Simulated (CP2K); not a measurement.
Two runs for the C K edge of tetrachloroethylene. Run A: CP2K XAS_TDP, all-electron GAPW, PBEh(45%), aug-pc-1, TDA, no relativity. Run B differs in one setting.

First lines with a strength over 0.0015. A:

```csv
atom,energy (eV),states,"strength, one atom"
"C2 (bonded to C and 2 Cl), 2 alike",283.39,1,0.0574
,284.77,1,0.0592
,285.20,1,0.0297
,287.45,1,0.0038
,289.42,1,0.0108
```

B:

```csv
atom,energy (eV),states,"strength, one atom"
"C2 (bonded to C and 2 Cl), 2 alike",287.60,1,0.0566
,288.97,1,0.0584
,289.40,1,0.0293
,291.65,1,0.0038
,293.62,1,0.0106
```

Question: Which was it: GW2X switched on, the basis, the functional, scalar relativity switched on?

GW2X switched on. GW2X shifts an atom's lines together and keeps their spacings. Against PBEh(45%) in aug-pc-1, the leading line moves by +4.21 eV, to 287.60 eV.

[Banner, clock and machine lines of the logs are left out without a mark of their own.]

[Logs are printed without paths, hosts, clocks, repeated set-up lines and the standing remarks that a program may print on its own settings, such as how far it seeks lower states.]

[Hosts, paths, dates, database ids (printed as entryN), source tags and the programs' standing remarks are cut or masked in the printed files.]
